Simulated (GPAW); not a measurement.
# Dielectric function and optical constants of Mn2CuN2

Aim: the dielectric function of Mn2CuN2, and the optical constants that follow from it.

Main program and level: GPAW 26.7.0; DFT, revPBE, plane-wave PAW (GPAW data sets), scalar-relativistic, RPA, optical limit.

Report form: the programs' logs are mostly left out.

## 1. The starting structure

It takes space group C2/m (No. 12, monoclinic). Conventional cell: a = 5.596 Å, b = 3.216 Å, c = 6.371 Å, α = 90.00°, β = 107.16°, γ = 90.00°. Nearest to Cu lie 2 N at 1.90 Å. Mn has 4 N at 1.88 to 2.00 Å nearest. N has 4 Mn at 1.88 to 2.00 Å and 1 Cu at 1.90 Å nearest. Farther neighbours and most contacts between anions are not listed.

## 2. Ground state

First the ground state: is it a metal or has it a gap?

This step: DFT, revPBE, plane-wave PAW (GPAW data sets), scalar-relativistic, ground state (GPAW 26.7.0).

gs.py

```python
from ase import Atoms
from ase.dft.bandgap import bandgap
from gpaw import GPAW, PW, FermiDirac

atoms = Atoms(['Cu', 'Mn', 'Mn', 'N', 'N'],
              cell=[[2.79807484, -1.60775169, 0.00000000],
                    [2.79807484, 1.60775169, 0.00000000],
                    [-1.88035678, 0.00000000, 6.08763687]],
              scaled_positions=[[0.50000000, 0.50000000, 0.50000000],
                                [0.28644050, 0.28644050, 0.85960900],
                                [0.71355950, 0.71355950, 0.14039100],
                                [0.39693750, 0.39693750, 0.18773800],
                                [0.60306250, 0.60306250, 0.81226200]],
              pbc=[True, True, True])
atoms.set_initial_magnetic_moments([0.6, 4.0, 4.0, 0.0, 0.0])
atoms.calc = GPAW(mode=PW(500), xc='revPBE', kpts={'size': (8, 8, 4), 'gamma': True},
                  occupations=FermiDirac(0.05), maxiter=150, txt='gs.txt')
print('energy (eV)', atoms.get_potential_energy())
print('Fermi level (eV)', atoms.calc.get_fermi_level())
print('valence electrons', atoms.calc.get_number_of_electrons())
print('gap (eV)', bandgap(atoms.calc, output=None)[0])
print('direct gap (eV)', bandgap(atoms.calc, direct=True, output=None)[0])
print('moments', atoms.get_magnetic_moments().round(3).tolist())
atoms.calc.write('gs.gpw')
```

Command:

```console
$ OMP_NUM_THREADS=1 python gs.py
```

The job ended after 5.1 min (1 thread of Arm Neoverse V2, shared host; peak memory 0.33 GiB).

This step gave:

- energy: -36.72 eV
- Fermi energy: 8.475 eV
- electrons: 51
- site moments: 0.032, 1.501, 1.501, -0.039, -0.039 μB

There are states at the Fermi level within the smearing, so the occupations stay smeared and the carriers get a Drude term.

## 3. Bands for the response

The response needs many more empty bands than the density does.

This step: DFT, revPBE, plane-wave PAW (GPAW data sets), scalar-relativistic, bands at fixed density (GPAW 26.7.0).

nscf.py

```python
from ase.dft.bandgap import bandgap
from gpaw import GPAW, FermiDirac

calc = GPAW('gs.gpw').fixed_density(kpts={'size': (12, 12, 6), 'gamma': True}, nbands=61, convergence={'bands': 55},
                                    occupations=FermiDirac(0.05), txt='nscf.txt')
print('gap (eV)', bandgap(calc, output=None)[0])
print('direct gap (eV)', bandgap(calc, direct=True, output=None)[0])
calc.write('full.gpw', mode='all')
```

Command:

```console
$ OMP_NUM_THREADS=1 python nscf.py
```

Run time: 15 min. Hardware: 1 thread; peak memory 0.98 GiB.

## 4. Dielectric function, RPA

Local fields let the induced charge screen the field inside the cell, which as a rule lowers ε, most along directions where the density is uneven.

This step: DFT, revPBE, plane-wave PAW (GPAW data sets), scalar-relativistic, RPA, optical limit (GPAW 26.7.0).

df.py

```python
from gpaw.response.df import DielectricFunction

df = DielectricFunction('full.gpw', frequencies={'type': 'nonlinear', 'domega0': 0.03, 'omega2': 8},
                        ecut=80,
                        eta=0.05,
                        nbands=55,
                        rate=0.05,
                        txt='df.txt')
for direction in ['x', 'y', 'z']:
    df.get_dielectric_function(xc='RPA', direction=direction, filename=f'df_{direction}.csv')
```

Command:

```console
$ OMP_NUM_THREADS=1 python df.py
```

Elapsed: 4.9 min, on 1 thread; peak memory 0.63 GiB.

The Im ε has structure finer than the step of the table below, so its rows give means over 0.5 eV, whole bins alone (the curve runs from 0.305 to 15.0 eV). Peaks (eV: height): E ∥ z 0.75: 38.9, 2.21: 14.1.

Sum at mesh points, not converged in k. The Im ε by photon energy; means over each step:

| photon energy (eV) | E ∥ x | E ∥ y | E ∥ z |
| --- | --- | --- | --- |
| 1.0 | 37.4 | 36.8 | 29.1 |
| 1.5 | 22.5 | 22.4 | 12.2 |
| 2.0 | 16.9 | 17.1 | 10.4 |
| 2.5 | 9.71 | 9.82 | 9.13 |
| 3.0 | 7.02 | 6.98 | 11.0 |
| 3.5 | 6.82 | 6.78 | 11.3 |
| 4.0 | 5.25 | 5.22 | 11.0 |
| 4.5 | 3.78 | 3.79 | 6.33 |
| 5.0 | 3.05 | 3.07 | 4.36 |
| 5.5 | 3.99 | 3.97 | 3.59 |
| 6.0 | 5.40 | 5.38 | 3.49 |
| 6.5 | 5.79 | 5.75 | 3.28 |
| 7.0 | 4.48 | 4.46 | 2.81 |
| 7.5 | 4.13 | 4.15 | 3.71 |
| 8.0 | 4.19 | 4.19 | 4.30 |
| 8.5 | 2.98 | 2.98 | 4.81 |
| 9.0 | 2.47 | 2.47 | 4.55 |
| 9.5 | 1.63 | 1.64 | 3.11 |
| 10.0 | 1.39 | 1.40 | 2.80 |
| 10.5 | 1.43 | 1.43 | 2.18 |
| 11.0 | 1.53 | 1.54 | 2.00 |
| 11.5 | 1.64 | 1.66 | 1.90 |
| 12.0 | 1.61 | 1.58 | 2.08 |
| 12.5 | 1.66 | 1.68 | 1.78 |
| 13.0 | 1.89 | 1.88 | 1.63 |
| 13.5 | 1.65 | 1.63 | 1.48 |
| 14.0 | 1.55 | 1.56 | 1.34 |
| 14.5 | 1.36 | 1.34 | 1.29 |

Values under 1 per cm are given as 1; sum at mesh points, not converged in k. Absorption coefficient against photon energy:

| photon energy (eV) | E ∥ x (1/cm) | E ∥ y (1/cm) | E ∥ z (1/cm) |
| --- | --- | --- | --- |
| 0.492 | 3.5e5 | 3.5e5 | 1.3e5 |
| 1.010 | 5.3e5 | 5.4e5 | 3.8e5 |
| 1.486 | 5.3e5 | 5.3e5 | 3.6e5 |
| 1.985 | 7.8e5 | 7.7e5 | 3.2e5 |
| 2.508 | 7.5e5 | 7.7e5 | 4.0e5 |
| 3.018 | 6.2e5 | 6.2e5 | 5.6e5 |
| 3.510 | 7.9e5 | 7.9e5 | 8.2e5 |
| 3.980 | 7.1e5 | 7.1e5 | 9.6e5 |
| 4.516 | 7.1e5 | 7.0e5 | 9.6e5 |
| 4.981 | 5.9e5 | 5.8e5 | 8.2e5 |
| 5.515 | 6.0e5 | 6.0e5 | 7.7e5 |
| 6.021 | 8.7e5 | 8.8e5 | 7.6e5 |
| 6.494 | 1.1e6 | 1.1e6 | 7.9e5 |
| 6.985 | 1.2e6 | 1.2e6 | 7.3e5 |
| 7.496 | 1.2e6 | 1.2e6 | 8.1e5 |
| 8.026 | 1.3e6 | 1.4e6 | 1.0e6 |
| 8.516 | 1.3e6 | 1.3e6 | 1.2e6 |
| 9.023 | 1.3e6 | 1.3e6 | 1.6e6 |
| 9.483 | 1.2e6 | 1.1e6 | 1.4e6 |
| 10.026 | 8.8e5 | 8.7e5 | 1.3e6 |
| 10.519 | 9.2e5 | 9.1e5 | 1.3e6 |
| 11.029 | 9.2e5 | 9.7e5 | 1.3e6 |
| 11.479 | 8.3e5 | 8.1e5 | 1.2e6 |
| 12.023 | 9.7e5 | 1.0e6 | 1.4e6 |
| 12.504 | 9.8e5 | 9.7e5 | 1.3e6 |
| 13.000 | 1.3e6 | 1.3e6 | 1.3e6 |
| 13.512 | 1.2e6 | 1.2e6 | 1.3e6 |
| 14.040 | 1.2e6 | 1.2e6 | 1.3e6 |
| 14.493 | 1.2e6 | 1.2e6 | 1.1e6 |

The reflectivity at normal incidence has structure finer than the step of the table below, so its rows give means over 0.5 eV, whole bins alone (the curve runs from 0.305 to 15.0 eV). Peaks (eV: height): E ∥ x 8.27: 40.8, 11.87: 19.3, 13.08: 20.2; E ∥ y 9.15: 41.1, 11.87: 20.7, 14.68: 20.2; E ∥ z 0.94: 60.6, 2.24: 44.2, 4.20: 51.6, 9.28: 37.2, 12.10: 25.2.

Sum at mesh points, not converged in k. The reflectivity at normal incidence by photon energy; means over each step:

| photon energy (eV) | E ∥ x (%) | E ∥ y (%) | E ∥ z (%) |
| --- | --- | --- | --- |
| 1.0 | 70.2 | 70.2 | 59.0 |
| 1.5 | 60.5 | 60.3 | 44.6 |
| 2.0 | 62.4 | 62.1 | 37.0 |
| 2.5 | 57.8 | 58.1 | 35.3 |
| 3.0 | 44.6 | 44.8 | 38.5 |
| 3.5 | 45.2 | 45.1 | 41.0 |
| 4.0 | 39.9 | 39.7 | 46.9 |
| 4.5 | 33.4 | 33.4 | 46.6 |
| 5.0 | 20.6 | 20.8 | 36.1 |
| 5.5 | 20.7 | 20.5 | 30.0 |
| 6.0 | 27.0 | 27.1 | 24.2 |
| 6.5 | 33.0 | 33.0 | 21.9 |
| 7.0 | 33.2 | 32.9 | 16.9 |
| 7.5 | 30.9 | 30.7 | 19.6 |
| 8.0 | 35.2 | 35.3 | 23.1 |
| 8.5 | 37.5 | 37.4 | 27.6 |
| 9.0 | 37.9 | 37.7 | 34.8 |
| 9.5 | 35.7 | 35.3 | 33.2 |
| 10.0 | 23.1 | 23.1 | 31.5 |
| 10.5 | 17.8 | 17.6 | 29.8 |
| 11.0 | 15.0 | 15.7 | 25.5 |
| 11.5 | 13.0 | 12.7 | 21.0 |
| 12.0 | 16.2 | 16.7 | 23.0 |
| 12.5 | 12.5 | 12.5 | 23.6 |
| 13.0 | 17.5 | 17.5 | 22.8 |
| 13.5 | 16.9 | 17.1 | 22.5 |
| 14.0 | 17.8 | 17.8 | 20.4 |
| 14.5 | 19.1 | 18.9 | 17.7 |

The loss function −Im 1/ε at q → 0 has structure finer than the step of the table below, so its rows give means over 0.5 eV, whole bins alone (the curve runs from 0.305 to 15.0 eV). Peaks (eV: height): E ∥ x 5.08: 0.327, 10.66: 0.752, 12.26: 0.682; E ∥ y 5.08: 0.329, 10.03: 0.756, 11.25: 0.738, 12.10: 0.730; E ∥ z 6.82: 0.340, 14.49: 0.817.

Sum at mesh points, not converged in k. The loss function −Im 1/ε at q → 0 by energy loss; means over each step:

| energy loss (eV) | E ∥ x | E ∥ y | E ∥ z |
| --- | --- | --- | --- |
| 1.0 | 0.0244 | 0.0248 | 0.0353 |
| 1.5 | 0.0418 | 0.0422 | 0.0828 |
| 2.0 | 0.0484 | 0.0484 | 0.0763 |
| 2.5 | 0.0765 | 0.0754 | 0.0903 |
| 3.0 | 0.128 | 0.128 | 0.0773 |
| 3.5 | 0.132 | 0.133 | 0.0848 |
| 4.0 | 0.174 | 0.175 | 0.0876 |
| 4.5 | 0.251 | 0.251 | 0.135 |
| 5.0 | 0.305 | 0.305 | 0.213 |
| 5.5 | 0.203 | 0.204 | 0.273 |
| 6.0 | 0.168 | 0.169 | 0.285 |
| 6.5 | 0.171 | 0.172 | 0.298 |
| 7.0 | 0.220 | 0.221 | 0.307 |
| 7.5 | 0.239 | 0.238 | 0.214 |
| 8.0 | 0.222 | 0.222 | 0.209 |
| 8.5 | 0.278 | 0.278 | 0.204 |
| 9.0 | 0.314 | 0.315 | 0.211 |
| 9.5 | 0.465 | 0.466 | 0.295 |
| 10.0 | 0.685 | 0.680 | 0.329 |
| 10.5 | 0.695 | 0.692 | 0.417 |
| 11.0 | 0.639 | 0.640 | 0.482 |
| 11.5 | 0.567 | 0.559 | 0.524 |
| 12.0 | 0.618 | 0.634 | 0.473 |
| 12.5 | 0.550 | 0.539 | 0.546 |
| 13.0 | 0.522 | 0.527 | 0.598 |
| 13.5 | 0.600 | 0.609 | 0.661 |
| 14.0 | 0.645 | 0.641 | 0.738 |
| 14.5 | 0.738 | 0.745 | 0.776 |

Sum at mesh points, not converged in k. Table of Im ε, E ∥ x by photon energy; read off at these points:

| photon energy (eV) | without local fields | with local fields |
| --- | --- | --- |
| 0.5 | 85.2 | 83.1 |
| 1.0 | 36.3 | 34.6 |
| 1.5 | 24.4 | 22.9 |
| 2.0 | 17.7 | 17.2 |
| 2.5 | 9.89 | 9.62 |
| 3.0 | 7.16 | 6.52 |
| 3.5 | 6.71 | 6.75 |
| 4.0 | 5.16 | 5.11 |
| 4.5 | 3.75 | 3.89 |
| 5.0 | 2.98 | 3.11 |
| 5.5 | 3.97 | 3.79 |
| 6.0 | 5.73 | 5.51 |
| 6.5 | 6.28 | 6.13 |
| 7.0 | 4.37 | 4.35 |
| 7.5 | 4.42 | 4.20 |
| 8.0 | 4.55 | 4.26 |
| 8.5 | 3.11 | 3.02 |
| 9.0 | 2.60 | 2.57 |
| 9.5 | 1.75 | 1.72 |
| 10.0 | 1.41 | 1.33 |
| 10.5 | 1.55 | 1.45 |
| 11.0 | 1.66 | 1.56 |
| 11.5 | 1.70 | 1.56 |
| 12.0 | 1.49 | 1.48 |
| 12.5 | 1.84 | 1.71 |
| 13.0 | 2.13 | 2.08 |
| 13.5 | 1.74 | 1.69 |
| 14.0 | 1.59 | 1.55 |
| 14.5 | 1.37 | 1.34 |

From ε follow the optical constants at some laser and lamp lines:

| wavelength (nm) | n x | k x | R (%) x | 1/α x | n y | k y | R (%) y | 1/α y |
| --- | --- | --- | --- | --- | --- | --- | --- | --- |
| 1550 | 4.36 | 5.915 | 72.6 | 21 nm | 4.26 | 5.944 | 72.9 | 21 nm |
| 1064 | 3.00 | 4.452 | 66.5 | 19 nm | 2.88 | 4.419 | 66.7 | 19 nm |
| 800 | 3.20 | 3.729 | 59.4 | 17 nm | 3.21 | 3.682 | 59.0 | 17 nm |
| 532 | 1.86 | 3.164 | 59.1 | 13 nm | 1.84 | 3.170 | 59.4 | 13 nm |
| 405 | 1.72 | 2.005 | 39.8 | 16 nm | 1.71 | 2.015 | 40.0 | 16 nm |
| 365 | 1.63 | 2.312 | 46.8 | 13 nm | 1.63 | 2.302 | 46.6 | 13 nm |
| 193 | 1.83 | 1.653 | 31.9 | 9.3 nm | 1.82 | 1.650 | 31.8 | 9.3 nm |

A polished face would reflect 53 % of daylight and look faintly yellow (CIE x = 0.324, y = 0.344 under D65).

## 5. Outcome

**Reading.** At this level (revPBE, RPA) Mn2CuN2 is a metal. The mesh is too coarse to trust the carriers' weight, the reflectivity or the colour to better than tens of per cent. A polished face would reflect 53 % of daylight and look faintly yellow (CIE x = 0.324, y = 0.344 under D65). The carriers' damping of 0.05 eV is typed, not computed; it shapes the response at the lowest energies. The magnetic state comes from one start and need not be the lowest. In this version of GPAW the matrix elements of the optical limit are incomplete, which can lower ε − 1 by up to a tenth where first-row anions or d states rule, and shift it by more in d metals. GPAW's carrier term has the form −ωp²/(ω + i·rate)², which damps like twice the rate and fails at low energy, so the curves leave the lowest energies out. The sum runs over mesh points 0.19 Å⁻¹ apart with no interpolation, so peaks are partly noise of the mesh, and the Drude plasma energy, a sum over the Fermi surface, isn't converged.

[Machine, clock and banner lines and Python warnings are left out of the logs.]

[Logs are printed without paths, hosts, clocks, repeated set-up lines and the standing remarks that a program may print on its own settings, such as how far it seeks lower states.]

[Hosts, paths, dates, database ids (printed as entryN), source tags and the programs' standing remarks are cut or masked in the printed files.]
